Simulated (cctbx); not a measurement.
# What resolution and counting buy: CsH4C

Space group P4_2/nmc (no. 137, origin choice 1), a = 5.0340 Å, b = 5.0340 Å, c = 7.0130 Å, α = 90.00°, β = 90.00°, γ = 90.00°.

| atom | mult. | x | y | z | Ueq (Å²) |
| --- | --- | --- | --- | --- | --- |
| Cs1 | 2 | 1/2 | 1/2 | 1/2 | 0.0085 |
| C1 | 2 | 1/2 | 1/2 | 0 | 0.0148 |
| H1 | 8 | 0.2943 | 1/2 | 0.1085 | 0.0253 |

This is a model crystal, built by substitution and not relaxed, with assumed displacement parameters.

Five simulated data sets (cctbx; Ag Kα, λ = 0.56087 Å; 4 % proportional error) differ in resolution or exposure (noise floor 2 counts in the first three, 8 in the last two). Each is refined with the right model, isotropic at 1.1 Å and anisotropic otherwise. How do the figures of merit and the uncertainties move?

```
d min (Å)  top counts  ⟨I/σ⟩ (unmerged, absences included)  unique  param. (scale apart)   Rint      R1  GooF  largest s.u. xyz (fractional)  s.u. U of H1 (Å²)  largest error (Å)
      1.1       20000                                 12.1      49                     5  0.029  0.0076  1.01                        0.00626             0.0066             0.0543
     0.84       20000                                 11.7      99                     7  0.033  0.0059  0.90                        0.00559             0.0056             0.0315
      0.6       20000                                 11.2     258                     7  0.032  0.0066  0.92                        0.00580             0.0057             0.0588
     0.75         300                                  2.9     136                     7  0.172  0.0233  0.85                        0.02677             0.0367             0.0305
     0.75        3000                                  8.7     136                     7  0.047  0.0079  0.84                        0.01126             0.0133             0.0122
```

The number of reflections grows roughly as 1/d³: 49, 99 and 258 here. R1 follows the noise rather than the truth: at 300 counts it is 0.0233, at 3000 counts 0.0079, while GooF is 0.85 and 0.84: the weights 1/σ² carry the noise. The s.u. of U (U11 where anisotropic) for H1 goes 0.0066, 0.0056, 0.0057 Å² with resolution and 0.0367, 0.0133 Å² with exposure.

Hardware for the 0.6 Å refinement: 0.72 s on 1 thread of Arm Neoverse V2 (shared host), peak memory 0.09 GiB.

[Logs are printed without paths, hosts, clocks, repeated set-up lines and the standing remarks that a program may print on its own settings, such as how far it seeks lower states.]
